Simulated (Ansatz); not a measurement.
# What SbAs (model cell, started as wurtzite) distorts into, part 3 of 3

Aim: this structure of SbAs (model cell, started as wurtzite) is to be tested for unstable modes, and one is followed downhill.

Ansatz 0.2.0; DFT PBEsol, scalar-relativistic, plane waves, PAW.

So far. Step 4 (The mode frozen in, largest atomic shift 0.32 Å): The run ends at a pressure of -0.89 GPa, with forces up to 0.14 eV/Å. Step 5 (Energy along the mode, all amplitudes (two of the runs …): The lowest of the steps tried is at 0.32 Å, 3.37 meV/atom below the parent; the bottom of the well need not coincide with a step.

The structure was built from a prototype and need not be the compound's stable phase.

## (7) The new phase in its own primitive cell

The relaxed structure is symmetrised, reduced to its primitive cell and relaxed tightly, as its phonons need.

System of this step: SbAs (model cell, started as wurtzite). Symmetry: I4mm, No. 107, tetragonal system. Conventional cell: a = 4.092 Å, b = 4.092 Å, c = 5.874 Å, α = 90.00°, β = 90.00°, γ = 90.00°. Nearest to Sb lie 6 As at 2.66 to 3.21 Å. As has 6 Sb at 2.66 to 3.21 Å nearest. Farther neighbours are not listed.

The input, input.yaml:

```yaml
crystal:
  lattice:
    - [-2.0462051889, 2.0462051889, 2.9367529923]
    - [2.0462051889, -2.0462051889, 2.9367529923]
    - [2.0462051889, 2.0462051889, -2.9367529923]
  atoms:
    - { symbol: Sb, position: [0.7891063783, 0.7891063783, 0.0] }
    - { symbol: As, position: [0.3358936217, 0.3358936217, 0.0] }
kpoints:
  mp_grid: { grid: [14, 14, 14] }
hamiltonian:
  xc: pbesol
scf:
  occupations: { method: methfessel_paxton, width: 0.2 }
output:
  forces: true
  stress: true
  eigenvalues: true
relax:
  adjacent_minimum: "off"
  f_tol: 0.001
  max_steps: 60
  cell: { stress_tol: 0.01 }
```

Started as:

```
> ansatz run input.yaml --threads 4 --pin off --max-ram 7168MiB --backend cpu --events-out ev --progress --plain --runs-dir out
```

Numbers of over 12 decimals in the logs are rounded to 6 here.

The log of the run:

```text
[...]
Crystal: 2 atoms, lattice volume = 49.184 Å³
Basis set: ecut = 420 eV, 941 PW (Γ), exchange–correlation on 60×60×60 points (8 copies of the dense FFT grid, shifted against one another)
Bands: 19, of which v1, the nominal top of the filled ones, is band 15 counted from 1 (14 counted from 0)
Symmetry: 8 space group operations
[...]
k-points: 244 of 2744 (time reversal used)
[...]
k-point 243: bands = [... 11 lower, 2.2195, 5.1466, 6.8177, 6.8177, 12.9675, 16.5028, 16.5028, 18.2704]
--- Relaxed structure (3 steps of the walk, 3 accepted, 1 SCFs on fresh bases) ---
[...]
cell:  # Å, volume = 49.1970 Å³
    - [-2.045831, 2.045831, 2.938589]
    - [2.045831, -2.045831, 2.938589]
    - [2.045831, 2.045831, -2.938589]
  atoms:
    - { symbol: Sb, position: [0.789155, 0.789155, 0] }
    - { symbol: As, position: [0.335845, 0.335845, 0] }
[key lines of the parts left out:]
SCF converged after 6 iterations
Free energy (F): -11221.093440 eV
Fermi energy:    10.775282 eV
P = ⅓ Tr σ = -0.0023 GPa (-0.023 kbar)
```

Wall time 25 s (4 threads of Arm Neoverse V1, shared host); peak memory 0.58 GiB.

Little changed from the start: no atom moved by 0.005 Å and no cell edge by 0.1 %.

This step gave:

```yaml
pressure: -0.002288 GPa
volume_per_atom: 24.60 Å³
```

The largest force component left is 0.27 meV/Å and the pressure is -0.002 GPa, within the tolerances set. The cell now holds 24.60 Å³/atom.

## (8) Modes of the new phase, k-mesh 14×14×14

A relaxed structure may still be a saddle point, so its zone-centre modes are computed. No field response is asked, since the mesh shows no gap.

input.yaml, the sections that differ from step 7:

```yaml
crystal:
  lattice:
    - [-2.0458310545, 2.0458310545, 2.9385890928]
    - [2.0458310545, -2.0458310545, 2.9385890928]
    - [2.0458310545, 2.0458310545, -2.9385890928]
  atoms:
    - { symbol: Sb, position: [0.7891548125, 0.7891548125, 0.0] }
    - { symbol: As, position: [0.3358451875, 0.3358451875, 0.0] }
output:
  eigenvalues: true
phonons:
  method: dfpt
# kpoints, hamiltonian, scf: as in step 7
# relax: removed
```

The log of the run:

```text
zone centre: on kpoints.mp_grid the ground state, and the responses unless they are solved on pairs of k-points, stand on 428 of the mesh's 2744 k-points, reduced under 4 symmetry operations, with k and −k counted as one. Each operation leaves every solved displacement unchanged or reverses it
[...]
Crystal: 2 atoms, lattice volume = 49.197 Å³
Basis set: ecut = 420 eV, 941 PW (Γ), exchange–correlation on 60×60×60 points (8 copies of the dense FFT grid, shifted against one another)
Bands: 19, of which v1, the nominal top of the filled ones, is band 15 counted from 1 (14 counted from 0)
Symmetry: 8 space group operations
k-points: 428 of 2744 (irreducible under 4 space group operations, time reversal used)
[...]
SCF iter   1: F=—  HF=-11221.096545 eV  |F-HF|=—  |Δ(HF+E_count)|=         —  Δρ=3.01e-3  dr2=6.62e-3  ethr=1.77e-3  ⟨swp⟩=5.2  Hψ=38377  notcnv=0
[...]
SCF iter  10: F=-11221.093440 eV  HF=-11221.093440 eV  |F-HF|=1.82e-12  |Δ(HF+E_count)|=  9.09e-12  S|Δr|=    0.00e0  Δρ=1.02e-7  dr2=6.82e-12  ethr=1.00e-12  ⟨swp⟩=5.9  Hψ=34382  notcnv=0
SCF 1 converged in 10 iterations: F = -11221.093440 eV  dr2 = 6.82e-12
[...]
DFPT response loops at Γ: preconditioner auto → Kerker (q_TF=auto, 2.512 Å⁻¹) (partly filled bands, converged f_vac=0.000); β = 1.00, the filter's whole step (`scf.mixing.beta` (0.50) is not read by the response loops under this deck's `scf.mixing.preconditioner`; to damp them name `kerker` or `kerker_dos`, under which they read `scf.mixing.beta`, and type it under 1.00, their step now; both keys bind the ground state too); Broyden in place of MSR1
SCF converged after 10 iterations
[...]
Free energy (F): -11221.093440 eV
[...]
Internal energy: -11221.095584 eV  (E = F + TS)
E sigma→0 (E₀):  -11221.093976 eV
Entropy (-TS):   0.002143 eV (1.072 meV/atom)
Fermi energy:    10.775282 eV
[...]
--- Band table (eV; the first three rows and the last of 428) ---
  k-point 0: bands = [... 11 lower, 5.8326, 8.7768, 8.9447, 8.9447, 13.8974, 13.8974, 14.3217, 15.9951]
  k-point 1: bands = [... 11 lower, 5.4527, 8.6131, 8.7856, 9.5082, 13.1833, 13.8549, 14.3858, 16.1779]
  k-point 2: bands = [... 11 lower, 4.7322, 8.1971, 8.3883, 10.7173, 11.5841, 13.7048, 14.5764, 15.8371]
  k-point 427: bands = [... 11 lower, 2.2195, 5.1466, 6.8177, 6.8177, 12.9675, 16.5028, 16.5028, 18.2704]
--- Phonons (Γ-DFPT): 4 representative perturbations + reference, on 428 of 2744 k-points (Σ response iterations 12) ---
  k mesh reduced under 4 symmetry operations, with k and −k counted as one. Each operation leaves every solved displacement unchanged or reverses it
  ASR residual: 4.812e-5 → 0.000e0 eV/Å²; symmetrization residual: 9.378e-6 eV/Å²
  ASR residual per site (eV/Å²): 4.81e-5 4.25e-5
  Γ frequencies (cm⁻¹): -82.75 -82.75 0.00 0.00 0.00 166.33
  non-analytic LO–TO correction: not included (Born effective charges unavailable; polar crystals: no LO–TO splitting at Γ)
```

Wall time 62 s (4 threads); peak memory 1.4 GiB; 3.9 min of CPU time.

This step gave:

```yaml
sum_rule_residual_before_enforcement: 4.81e-5 eV/Å²
point_group: 4mm
highest_optical_mode_at_the_zone_centre_no_lo_to_term: 166.3 cm⁻¹
lowest_optical_zone_centre_mode: -82.75 cm⁻¹
```

Patterns of degenerate modes are one choice out of their space. The modes at Γ (shares of kinetic energy by element, %) (negative means imaginary):

| mode | frequency (cm⁻¹) | symmetry | Sb % | As % |
| --- | --- | --- | --- | --- |
| 1 | -82.8 | E | 38 | 62 |
| 2 | -82.8 | E | 38 | 62 |
| 3 | 0.0 | acoustic | 62 | 38 |
| 4 | 0.0 | acoustic | 62 | 38 |
| 5 | 0.0 | acoustic | 62 | 38 |
| 6 | 166.3 | A1 | 38 | 62 |

Displacements in mode 2 (-82.8 cm⁻¹), the largest set to 1:
```
Sb1 -0.62  0.00  0.00
As2  1.00  0.00  0.00
```

Displacements in mode 6 (166.3 cm⁻¹), the largest set to 1:
```
Sb1  0.00  0.00 -0.62
As2  0.00  0.00  1.00
```

Before it was imposed, the acoustic sum rule was missed by 4.8e-5 eV/Å². Small misses are needed for a sound result but don't prove that mesh and cutoff are converged. The lowest optical mode is imaginary, 82.8i cm⁻¹, so the energy falls along it.

## (9) The phases reached

The phases reached along the modes that were followed are set side by side.

Energies are those of the first relaxation, on the mesh of the frozen mode; space group, volume and gap are those of the last relaxation. Phases, by row:

| mode frozen in | space group | energy from parent (meV/atom) | volume (Å³/atom) | gap on mesh (eV) | lowest zone-centre optical mode (cm⁻¹) | largest shift (Å) |
| --- | --- | --- | --- | --- | --- | --- |
| parent | P6_3mc | 0 | 30.79 | 0 | – | – |
| q = (0, -0.5, 0), 24i cm⁻¹ | I4mm | -185.3 | 24.6 | 0 | -82.8 | 1.079 |

## (10) What came out

```
unstable mode of the parent                                                      : q = (0, -0.5, 0), 24i cm⁻¹
depth at the lowest point sampled                                                : 3.37 meV/atom
largest atomic shift at that point                                               : 0.32 Å
space group reached (within 0.01 Å)                                              : I4mm
energy gained over the parent (first relaxation, on the mesh of the frozen mode) : 185 meV/atom
volume per atom, phase reached                                                   : 24.6 Å³
lowest optical zone-centre mode, phase reached                                   : -82.8 cm⁻¹
highest optical mode at the zone centre (no LO-TO term), phase reached           : 166 cm⁻¹
```

Along this mode the structure falls into I4mm, 185 meV/atom below the parent. At the parent's cell the well is 3.373 meV/atom deep on the steps tried, with its lowest point at a shift of 0.32 Å. Relaxing atoms and cell changes the gain by +181.91 meV/atom against the lowest step (energies at zero smearing). Most of the total comes from this relaxation. The new phase still has an imaginary mode at the zone centre of its cell, so it is a saddle point on the way to a lower structure. Each path keeps the symmetry of its pattern, so a lower phase may lie along a pattern not tried. Where the functional closes the gap at Γ, the partly filled states at that one point of a Γ-centred mesh soften the zone-centre modes by up to a few per cent. With no gap, or one that is small against the smearing, the frequencies hang on the k mesh and the smearing, most of all near Kohn anomalies. A semilocal functional can close a gap that the real compound would have, so the metallic treatment may be an artefact of the level. Spin-orbit coupling is left out, which can matter for the heavy elements here. The starting cell was built on a prototype and not taken from a measurement, so the phase need not exist.

[Logs are printed without paths, hosts, clocks, repeated set-up lines and the standing remarks that a program may print on its own settings, such as how far it seeks lower states.]

[Hosts, paths, dates, database ids (printed as entryN), source tags and the programs' standing remarks are cut or masked in the printed files.]
